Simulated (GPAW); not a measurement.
Two runs for the Al K edge of atom 1 in Al2O3 (Corundum, R-3c). Run A: GPAW, revPBE, full core hole (charged cell), 10-atom cell with 4.8 Å between holes, 7×7×7 k points, dipole transitions, Gaussian full width 0.9 eV up to 4 eV, rising linearly to 3.5 eV at 25 eV. Run B differs in one choice.

Energy from the lowest empty level; intensity scaled to a mean of 1 over the first 20 eV:

```csv
E (eV),A,B
-2.00,0.00,0.00
-1.25,0.00,0.00
-0.50,0.00,0.00
0.25,0.00,0.00
1.00,0.01,0.01
1.75,0.04,0.03
2.50,0.08,0.04
3.25,1.47,0.92
4.00,3.37,3.04
4.75,3.11,3.46
5.50,2.11,2.57
6.25,1.47,1.74
7.00,1.50,1.57
7.75,1.65,1.68
8.50,1.88,1.81
9.25,1.55,1.54
10.00,0.86,0.88
10.75,0.61,0.60
11.50,0.68,0.66
12.25,0.71,0.70
13.00,0.64,0.63
13.75,0.58,0.56
14.50,0.59,0.56
15.25,0.61,0.58
16.00,0.60,0.58
16.75,0.57,0.56
17.50,0.53,0.52
18.25,0.49,0.49
19.00,0.46,0.46
19.75,0.44,0.44
20.50,0.43,0.43
21.25,0.43,0.44
22.00,0.45,0.46
22.75,0.47,0.47
23.50,0.48,0.48
24.25,0.47,0.47
25.00,0.45,0.45
25.75,0.44,0.43
26.50,0.43,0.42
27.25,0.42,0.42
```

**Question.** What was changed?
a) the broadening
b) the size of the supercell
c) the k mesh of the field
d) the volume of the cell

(d): run B changes the volume scale from 1 to 1.06. Against the first run the r.m.s. difference is 13 %. A shift of +0.2 eV leaves 6 %. The highest intensity below 16 eV goes from 4.2 eV (3.46) to 4.5 eV (3.54). Other settings could leave a like mark; this is the one that was changed.

[Banner, clock and machine lines of the logs are left out without a mark of their own.]

[Logs are printed without paths, hosts, clocks, repeated set-up lines and the standing remarks that a program may print on its own settings, such as how far it seeks lower states.]

[Hosts, paths, dates, database ids (printed as entryN), source tags and the programs' standing remarks are cut or masked in the printed files.]

[Lists of maxima count a maximum above −3 eV only where it reaches 4 % of the highest in the window and stands out from its surroundings by 2 % of it (1.5 % where it reaches 55 %); shoulders and weaker maxima are passed over, and of the rest the first, up to two pre-edge ones and the few strongest are named.]
